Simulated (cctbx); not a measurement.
# A crystallographic session in cctbx: K4Cu3PbBr12

Library: cctbx 2025.11. The data are simulated by the first script.

## 1. Simulate the data

run.py:

```python
from cctbx import adptbx, crystal, miller, sgtbx, xray
from cctbx.array_family import flex
from iotbx.shelx import hklf
from scitbx import matrix
import scitbx.random

cs = crystal.symmetry(unit_cell=(10.101, 10.101, 10.101, 90, 90, 90), space_group_symbol='Hall: -I 4 2 3')  # Im-3m
atoms = [  # label, site, U (iso, or U11 U22 U33 U12 U13 U23 in A^2), occupancy
    ("Pb1", (0, 0, 0), (0.0037, 0.0037, 0.0037, 0.0000, 0.0000, -0.0000), 1),
    ("Br1", (0.5, 0, 0.25), (0.0073, 0.0073, 0.0077, 0.0000, 0.0000, 0.0000), 1),
    ("Br2", (0, 0.7536, 0), (0.0061, 0.0067, 0.0061, 0.0000, 0.0000, 0.0000), 1),
    ("Cu1", (0, 0.5, 0), (0.0053, 0.0051, 0.0053, -0.0000, 0.0000, 0.0000), 1),
    ("K1", (0.25, 0.25, 0.75), (0.0075, 0.0075, 0.0075, 0.0007, -0.0007, -0.0007), 1),
]
xs = xray.structure(crystal_symmetry=cs)
for label, site, u, occ in atoms:
    u = adptbx.u_cif_as_u_star(cs.unit_cell(), u) if isinstance(u, tuple) else u
    xs.add_scatterer(xray.scatterer(label, site=site, u=u, occupancy=occ))
xs.set_inelastic_form_factors(0.71073, "sasaki")
xs.show_summary()
p1 = xs.expand_to_p1()
ms = miller.build_set(p1, anomalous_flag=True, d_min=0.77)
flex.set_random_seed(123376)
scitbx.random.set_random_seed(123376)
ms = ms.select(flex.random_double(ms.size()) < 0.5)
i = ms.structure_factors_from_scatterers(p1, algorithm="direct").f_calc().as_intensity_array().data()
i = i * 5000 / flex.max(i)
sig = flex.sqrt(i + flex.pow2(0.03 * i) + 15 ** 2)
noise = scitbx.random.variate(scitbx.random.normal_distribution())(i.size())
data = ms.array(data=i + sig * noise, sigmas=sig).set_observation_type_xray_intensity()
with open("data.hkl", "w") as f:
    data.export_as_shelx_hklf(f)
print("reflections written:", data.size(), " <I/sigma> = %.1f" % flex.mean(data.data() / data.sigmas()))
for h, a, b in list(data.sort("data"))[:12]:
    print("%4d%4d%4d %9.1f %7.1f" % (h + (a, b)))
```

```console
$ python run.py
```

```text
Number of scatterers: 5
At special positions: 5
Unit cell: (10.101, 10.101, 10.101, 90, 90, 90)
Space group: I m -3 m (No. 229)
reflections written: 4683  <I/sigma> = 1.8
   0   0   4    5086.1   166.5
   0   0  -4    5071.8   166.5
   0  -4   0    4861.6   166.5
   4   0  -4    4060.7   127.7
  -4   0   4    3922.9   127.7
   0  -4   4    3920.5   127.7
   0  -4  -4    3826.8   127.7
   0   4   4    3801.4   127.7
  -4   0  -4    3726.3   127.7
  -4   4   0    3690.4   127.7
  -4  -4   0    3622.2   127.7
  -4  -4   4    3034.4   105.0
```

It took 0.26 s on 1 thread of Arm Neoverse V2, with other jobs on the host, peak memory 0.07 GiB.

## 2. Symmetry

run.py:

```python
from cctbx import crystal, sgtbx, statistics
from cctbx.array_family import flex
from iotbx.shelx import hklf

p1 = crystal.symmetry(unit_cell=(10.101, 10.101, 10.101, 90, 90, 90), space_group_symbol="P 1")
raw = hklf.reader(file_name="data.hkl").as_miller_arrays(crystal_symmetry=p1, anomalous=True)[0]
print(raw.size(), "reflections to d = %.3f A" % raw.d_min())
isig = raw.data() / raw.sigmas()
print("centring   violations  <I/sigma> of those")
best = "P"
for c in "ABCIRF":
    a = raw.customized_copy(space_group_info=sgtbx.space_group_info("Hall: %s 1" % c)).sys_absent_flags().data()
    m = flex.mean(isig.select(a))
    print("%5s %10d of %5d %8.1f" % (c, (isig.select(a) > 4).count(True), a.count(True), m))
    if (isig.select(a) > 4).count(True) < 0.01 * a.count(True):
        best = c
raw = raw.select(~raw.customized_copy(space_group_info=sgtbx.space_group_info("Hall: %s 1" % best)).sys_absent_flags().data())
isig = raw.data() / raw.sigmas()
rows = []
for s in sgtbx.space_group_symbol_iterator():
    g = sgtbx.space_group(s)
    if g.conventional_centring_type_symbol() != best or not g.is_compatible_unit_cell(p1.unit_cell(), 1e-3, 0.02):
        continue
    rows.append((s, g))
print("Laue class    unique    Rint  (classes that these axes allow; Friedel mates merged)")
rint = {}
for s, g in rows:
    laue = g.build_derived_patterson_group()
    key = laue.type().hall_symbol()
    if key not in rint:
        m = raw.customized_copy(space_group_info=laue.info(), anomalous_flag=False).merge_equivalents()
        rint[key] = m.r_int()
        print("%-14s %6d %7.3f" % (laue.type().lookup_symbol(), m.array().size(), m.r_int()))
floor = min(rint.values())
good = [(s, g) for s, g in rows if rint[g.build_derived_patterson_group().type().hall_symbol()] < 2 * floor + 0.03]
top = max(g.build_derived_patterson_group().order_z() for s, g in good)
print("space group    extra absences  I>4sigma  <I/sigma>")
for s, g in good:
    laue = g.build_derived_patterson_group()
    if laue.order_z() != top:
        continue
    a = raw.customized_copy(space_group_info=g.info()).sys_absent_flags().data()
    a &= ~raw.customized_copy(space_group_info=laue.info()).sys_absent_flags().data()
    bad = (isig.select(a) > 4).count(True)
    if bad <= 0.03 * a.count(True):
        print("%-16s %8d %10d %9s  %s" % (s.universal_hermann_mauguin(), a.count(True), bad, "%.1f" % flex.mean(isig.select(a)) if a.count(True) else "-", "centric" if g.is_centric() else "acentric"))
laue = max(good, key=lambda t: t[1].build_derived_patterson_group().order_z())[1].build_derived_patterson_group()
f = raw.customized_copy(space_group_info=laue.info(), anomalous_flag=False).merge_equivalents().array().eliminate_sys_absent().f_sq_as_f()
f.set_observation_type_xray_amplitude()
bins = max(3, min(8, f.size() // 12))
f.setup_binner(n_bins=bins)
w = statistics.wilson_plot(f, {e: n / laue.order_z() for e, n in {'Pb': 2.0, 'Br': 24.0, 'Cu': 6.0, 'K': 8.0}.items()}, e_statistics=True)
print("Wilson B = %.2f A^2   <|E^2-1|> = %.3f (0.968 centric, 0.736 acentric)   E^2>4: %.1f %%" % (w.wilson_b, w.mean_e_sq_minus_1, w.percent_e_sq_gt_2))
print("shell (A)         n   <I/sigma>")
m = raw.customized_copy(space_group_info=laue.info(), anomalous_flag=False).merge_equivalents().array().eliminate_sys_absent()
for b in m.setup_binner(n_bins=bins).range_used():
    sel = m.binner().selection(b)
    print("%5.2f - %4.2f %6d %8.1f" % (min(m.binner().bin_d_range(b)[0] if m.binner().bin_d_range(b)[0] > 0 else 99, 99), m.binner().bin_d_range(b)[1], sel.count(True), flex.mean((m.data() / m.sigmas()).select(sel))))
```

```console
$ python run.py
```

```text
4683 reflections to d = 0.770 A
centring   violations  <I/sigma> of those
    A         15 of  2326      0.6
    B         15 of  2344      0.6
    C          8 of  2322      0.6
    I          0 of  2323      0.0
    R        309 of  3142      1.8
    F         19 of  3496      0.6
Laue class    unique    Rint  (classes that these axes allow; Friedel mates merged)
F m m m           352   0.067
F m -3            124   0.073
F m -3 m           89   0.074
space group    extra absences  I>4sigma  <I/sigma>
F 4 3 2                 0          0         -  acentric
F -4 3 m                0          0         -  acentric
F -4 3 c              269          0      -0.0  acentric
F m -3 m                0          0         -  centric
F m -3 c              269          0      -0.0  centric
Wilson B = 0.46 A^2   <|E^2-1|> = 0.822 (0.968 centric, 0.736 acentric)   E^2>4: 0.0 %
shell (A)         n   <I/sigma>
 5.83 - 1.47     18     24.8
 1.47 - 1.17     13     22.6
 1.17 - 1.02     10     28.5
 1.02 - 0.93     14     15.0
 0.93 - 0.86     11     12.3
 0.86 - 0.81     12     16.7
 0.81 - 0.77     11     16.6
```

Time: 0.29 s.

## 3. Patterson map

run.py:

```python
from cctbx import crystal, maptbx
from iotbx.shelx import hklf

cs = crystal.symmetry(unit_cell=(10.101, 10.101, 10.101, 90, 90, 90), space_group_symbol='Hall: -I 4 2 3')  # Im-3m
raw = hklf.reader(file_name="data.hkl").as_miller_arrays(crystal_symmetry=cs, anomalous=True)[0]
merged = raw.eliminate_sys_absent().merge_equivalents()
fo2 = merged.array().set_observation_type_xray_intensity()
f = fo2.average_bijvoet_mates().f_sq_as_f()
pm = f.patterson_map(symmetry_flags=maptbx.use_space_group_symmetry, sharpening=False, resolution_factor=0.25)
peaks = pm.peak_search(parameters=maptbx.peak_search_parameters(min_distance_sym_equiv=0.4, max_clusters=14)).all()
top = peaks.heights()[0]
print("Patterson group", f.patterson_symmetry().space_group_info())
print("      u       v       w   height  length (A)")
for x, h in zip(peaks.sites(), peaks.heights()):
    y = [t - round(t) for t in x]
    print("%7.3f %7.3f %7.3f %8.1f %8.2f" % (x + (1000 * h / top, cs.unit_cell().length(y))))
```

```console
$ python run.py
```

```text
Patterson group I m -3 m
      u       v       w   height  length (A)
  0.000   0.000   0.000   1000.0     0.00
  0.000   0.000   0.500    838.6     5.05
  0.000   0.251   0.251    516.1     3.58
  0.000   0.000   0.248    448.2     2.51
  0.000   0.250   0.500    444.0     5.65
  0.250   0.250   0.250    188.9     4.37
  0.000   0.000   0.119     23.5     1.20
  0.000   0.074   0.074     17.9     1.06
  0.000   0.119   0.500     17.8     5.19
  0.000   0.000   0.379     16.0     3.82
  0.000   0.420   0.420     14.8     6.00
  0.000   0.074   0.426     13.9     4.37
  0.064   0.064   0.064     13.0     1.12
  0.000   0.250   0.376     13.0     4.56
```

Time: 0.26 s.

## 4. Charge flipping

run.py:

```python
import itertools
from cctbx import crystal, maptbx
from cctbx.array_family import flex
from iotbx.shelx import hklf
from smtbx.ab_initio import charge_flipping as cf

cs = crystal.symmetry(unit_cell=(10.101, 10.101, 10.101, 90, 90, 90), space_group_symbol='Hall: -I 4 2 3')  # Im-3m
raw = hklf.reader(file_name="data.hkl").as_miller_arrays(crystal_symmetry=cs, anomalous=True)[0]
merged = raw.eliminate_sys_absent().merge_equivalents()
fo2 = merged.array().set_observation_type_xray_intensity()
f = fo2.average_bijvoet_mates().f_sq_as_f().resolution_filter(d_min=0.77)
p1 = f.expand_to_p1()
work = p1
flex.set_random_seed(12598)
it = cf.weak_reflection_improved_iterator(delta=None, weak_reflection_fraction=0.1)
it.start(work, phases=flex.random_double(p1.size()) * 6.2832, f_000=0)
it.delta = 0.9 * it.rho_map.sigma()
print("cycle      R  skewness")
for n, st in enumerate(itertools.islice(it, 200)):
    if n % 16 == 0:
        print("%5d %6.3f %8.2f" % (n, st.r1_factor(), st.rho_map.skewness()))
rho = p1.phase_transfer(it.f_calc).fft_map().apply_volume_scaling()
polish = cf.low_density_elimination_iterator(constant_rho_c=rho.sigma())
polish.start(f_obs=p1, phases=it.f_calc, f_000=0)
for _ in range(8):
    next(polish)
print("origin shift          correlation  skewness")
maps = []
for fc, shift, cc in itertools.islice(cf.f_calc_symmetrisations(f, polish.f_calc, 0), 4):
    m = f.phase_transfer(fc).fft_map(symmetry_flags=maptbx.use_space_group_symmetry, resolution_factor=0.25).apply_sigma_scaling()
    maps.append((m.skewness(), cc, m))
    print("%6.3f %6.3f %6.3f %10.3f %9.2f" % (tuple(shift) + (cc, m.skewness())))
skew, cc, m = max((t for t in maps if t[1] > maps[0][1] - 0.04), key=lambda t: t[0])
print("taken: symmetry correlation %.3f, skewness %.2f" % (cc, skew))
peaks = m.peak_search(parameters=maptbx.peak_search_parameters(min_distance_sym_equiv=0.9, max_clusters=10)).all()
sps = cs.special_position_settings(min_distance_sym_equiv=0.5)
print("peak      x       y       z  mult  height/sigma")
for k, (x, h) in enumerate(zip(peaks.sites(), peaks.heights())):
    ss = sps.site_symmetry(x)
    print("Q%-3d %7.4f %7.4f %7.4f %4d %8.1f" % ((k + 1,) + tuple(t % 1 for t in ss.exact_site()) + (ss.multiplicity(), h)))
```

```console
$ python run.py
```

```text
cycle      R  skewness
    0  0.465     0.45
   16  0.336     2.27
   32  0.369     4.21
   48  0.310     6.17
   64  0.305     6.05
   80  0.295     6.00
   96  0.292     5.94
  112  0.294     5.90
  128  0.292     5.91
  144  0.288     5.90
  160  0.290     5.93
  176  0.293     5.86
  192  0.287     5.85
origin shift          correlation  skewness
 0.408  0.815  0.966      0.946      8.11
 0.158  0.065  0.716      0.946      7.92
 0.408  0.315  0.466      0.946      8.12
 0.158  0.565  0.216      0.946      7.90
taken: symmetry correlation 0.946, skewness 8.12
peak      x       y       z  mult  height/sigma
Q1    0.0000  0.0000  0.0000    2     26.6
Q2    0.0000  0.0000  0.5000    6     23.8
Q3    0.0000  0.2530  0.2530   24      8.3
Q4    0.0000  0.2500  0.5000   12      8.2
Q5    0.0000  0.0000  0.2458   12      5.2
Q6    0.0000  0.0000  0.3837   12      2.6
Q7    0.0000  0.1849  0.1849   24      1.5
Q8    0.0668  0.0668  0.0668   16      1.5
Q9    0.0000  0.0000  0.1140   12      1.5
Q10   0.1806  0.1806  0.1806   16      1.3
```

Time: 4.4 s.

## 5. Refinement (model from the peaks)

run.py:

```python
import math
from cctbx import adptbx, crystal, maptbx, sgtbx, xray
from cctbx.array_family import flex
from cctbx.xray import observations
from iotbx.shelx import hklf
from scitbx.lstbx import normal_eqns_solving
from smtbx import absolute_structure, utils
from smtbx.refinement import constraints, least_squares

cs = crystal.symmetry(unit_cell=(10.101, 10.101, 10.101, 90, 90, 90), space_group_symbol='Hall: -I 4 2 3')  # Im-3m
atoms = [  # label, site, U (iso, or U11 U22 U33 U12 U13 U23 in A^2), occupancy
    ("Pb1", (0, 0, 0), 0.0200, 1),
    ("Cu1", (0, 0, 0.5), 0.0200, 1),
    ("Br1", (0, 0.253, 0.253), 0.0200, 1),
]
xs = xray.structure(crystal_symmetry=cs)
for label, site, u, occ in atoms:
    u = adptbx.u_cif_as_u_star(cs.unit_cell(), u) if isinstance(u, tuple) else u
    xs.add_scatterer(xray.scatterer(label, site=site, u=u, occupancy=occ))
xs.set_inelastic_form_factors(0.71073, "sasaki")
raw = hklf.reader(file_name="data.hkl").as_miller_arrays(crystal_symmetry=cs, anomalous=True)[0]
merged = raw.eliminate_sys_absent().merge_equivalents()
fo2 = merged.array().set_observation_type_xray_intensity()
print("Rint %.3f, %d unique reflections to %.2f A" % (merged.r_int(), fo2.size(), fo2.d_min()))
for sc in xs.scatterers():
    sc.flags.set_grad_site(True)
    sc.flags.set_grad_u_aniso(sc.flags.use_u_aniso())
    sc.flags.set_grad_u_iso(sc.flags.use_u_iso())
obs = fo2.as_xray_observations()
extra = {}
rep = constraints.reparametrisation(xs, [], utils.connectivity_table(xs), **extra)
ls = least_squares.crystallographic_ls(obs, rep, weighting_scheme=least_squares.mainstream_shelx_weighting(a=0, b=0))
print("cycle     R1     wR2    GooF  max shift (A)")
for cycle in range(6):
    ls.build_up()
    r1, wr2, goof = ls.r1_factor(cutoff_factor=2)[0], ls.wR2(), ls.goof()
    old = xs.sites_cart()
    normal_eqns_solving.levenberg_marquardt_iterations(ls, n_max_iterations=3, tau=0.0001, step_threshold=1e-7)
    big = flex.max((xs.sites_cart() - old).norms())
    print("%4d %7.4f %7.4f %7.3f %9.5f" % (cycle + 1, r1, wr2, goof, big))
    ls.build_up(objective_only=True)
    if abs(ls.wR2() - wr2) < 5e-5 and big < 5e-4:
        break
ls.build_up()
print("final R1 %.4f wR2 %.4f GooF %.3f  parameters %d  data/parameter %.1f" % (ls.r1_factor(cutoff_factor=2)[0], ls.wR2(), ls.goof(), ls.n_parameters, fo2.size() / ls.n_parameters))
cov = ls.covariance_matrix_and_annotations()
su = dict(zip(cov.annotations, (math.sqrt(max(v, 0)) for v in cov.matrix.matrix_packed_u_diagonal())))
a2 = cs.unit_cell().reciprocal_parameters()[0] ** -2
print("atom        x        y        z      Ueq    occ   su(xyz)  su(Uiso or U11)")
for sc in xs.scatterers():
    s = max(su.get(sc.label + k, 0) for k in (".x", ".y", ".z"))
    npd = "" if sc.is_positive_definite_u(cs.unit_cell()) else "  NPD"
    print("%-5s %8.5f %8.5f %8.5f %8.4f %6.3f %8.5f %7.4f%s" % ((sc.label,) + sc.site + (sc.u_iso_or_equiv(cs.unit_cell()), sc.occupancy, s, su.get(sc.label + ".uiso", su.get(sc.label + ".u11", 0) * a2), npd)))
fo = fo2.f_sq_as_f()
fc = fo.structure_factors_from_scatterers(xs, algorithm="direct").f_calc()
diff = fo.f_obs_minus_f_calc(1 / math.sqrt(ls.scale_factor()), fc).average_bijvoet_mates()
m = diff.fft_map(symmetry_flags=maptbx.use_space_group_symmetry, resolution_factor=0.25).apply_volume_scaling()
print("difference map: max %.2f min %.2f rms %.2f" % (m.statistics().max(), m.statistics().min(), m.statistics().sigma()))
peaks = m.peak_search(parameters=maptbx.peak_search_parameters(min_distance_sym_equiv=0.6, max_clusters=7)).all()
near = xs.closest_distances(peaks.sites(), distance_cutoff=4)
sps = cs.special_position_settings(min_distance_sym_equiv=0.5)
for k, (x, h) in enumerate(zip(peaks.sites(), peaks.heights())):
    ss = sps.site_symmetry(x)
    print("Q%-3d %7.4f %7.4f %7.4f %4d %7.2f  %.2f A from %s" % ((k + 1,) + tuple(t % 1 for t in ss.exact_site()) + (ss.multiplicity(), h, near.smallest_distances[k], xs.scatterers()[near.i_seqs[k]].label)))
```

```console
$ python run.py
```

```text
Rint 0.114, 146 unique reflections to 0.77 A
cycle     R1     wR2    GooF  max shift (A)
   1  0.5559  0.7959  20.088   0.00249
   2  0.3726  0.7361  18.579   0.00550
   3  0.4366  0.8053  20.327   0.00522
   4  0.3733  0.7386  18.643   0.00140
   5  0.4405  0.8062  20.350   0.00149
   6  0.3729  0.7386  18.642   0.00045
final R1 0.4402 wR2 0.8062 GooF 20.350  parameters 4  data/parameter 36.5
atom        x        y        z      Ueq    occ   su(xyz)  su(Uiso or U11)
Pb1    0.00000  0.00000  0.00000   0.0139  1.000  0.00000  0.0117
Cu1    0.00000  0.00000  0.50000   0.0243  1.000  0.00000  0.0226
Br1    0.00000  0.25184  0.25184   0.0594  1.000  0.00598  0.0164
difference map: max 179.26 min -14.51 rms 6.00
Q1    0.0000  0.0000  0.0000    2  179.26  0.00 A from Pb1
Q2    0.0000  0.0000  0.5000    6  129.61  0.00 A from Cu1
Q3    0.0000  0.0000  0.2422   12   76.73  2.45 A from Pb1
Q4    0.0000  0.2500  0.5000   12   69.63  2.51 A from Br1
Q5    0.0000  0.2479  0.2479   24   20.58  0.06 A from Br1
Q6    0.0000  0.0774  0.0774   24    9.48  1.11 A from Pb1
Q7    0.0000  0.0000  0.1167   12    9.45  1.18 A from Pb1
```

Time: 0.62 s.

Figures of merit this high mean that the model is still wrong or incomplete.

## 6. Charge flipping

run.py, as its changes from the last script of this kind:

```diff
@@ -13,2 +13,3 @@
-work = p1
-flex.set_random_seed(12598)
+p1.setup_binner_counting_sorted(reflections_per_bin=max(40, p1.size() // 12))
+work = p1.array(data=p1.data() / p1.amplitude_quasi_normalisations().data())
+flex.set_random_seed(12599)
@@ -19,2 +20,2 @@
-for n, st in enumerate(itertools.islice(it, 200)):
-    if n % 16 == 0:
+for n, st in enumerate(itertools.islice(it, 400)):
+    if n % 33 == 0:
```

```console
$ python run.py
```

```text
cycle      R  skewness
    0  0.471     0.49
   33  0.315     7.13
   66  0.293     6.95
   99  0.290     6.82
  132  0.286     6.78
  165  0.297     6.90
  198  0.289     6.99
  231  0.293     6.91
  264  0.291     6.88
  297  0.287     6.80
  330  0.285     6.81
  363  0.289     6.81
  396  0.284     6.85
origin shift          correlation  skewness
 0.108  0.580  0.241      0.989      8.14
 0.358  0.830  0.491      0.989      7.15
 0.358  0.330 -0.009      0.989      7.30
 0.358  0.830 -0.009      0.989      7.76
taken: symmetry correlation 0.989, skewness 8.14
peak      x       y       z  mult  height/sigma
Q1    0.0000  0.0000  0.0000    2     18.8
Q2    0.0000  0.0000  0.2430   12     17.2
Q3    0.0000  0.2500  0.5000   12     16.6
Q4    0.0000  0.0000  0.5000    6      8.2
Q5    0.0000  0.2525  0.2525   24      1.9
Q6    0.0000  0.1046  0.5000   24      1.6
Q7    0.0000  0.0831  0.0831   24      1.2
Q8    0.0000  0.0000  0.1398   12      1.2
Q9    0.0527  0.1688  0.4468   96      1.1
Q10   0.0781  0.0781  0.2308   48      1.0
```

It took 4.5 s on 1 thread of Arm Neoverse V2, on a shared host, peak memory 0.08 GiB.

[Logs are printed without paths, hosts, clocks, repeated set-up lines and the standing remarks that a program may print on its own settings, such as how far it seeks lower states.]
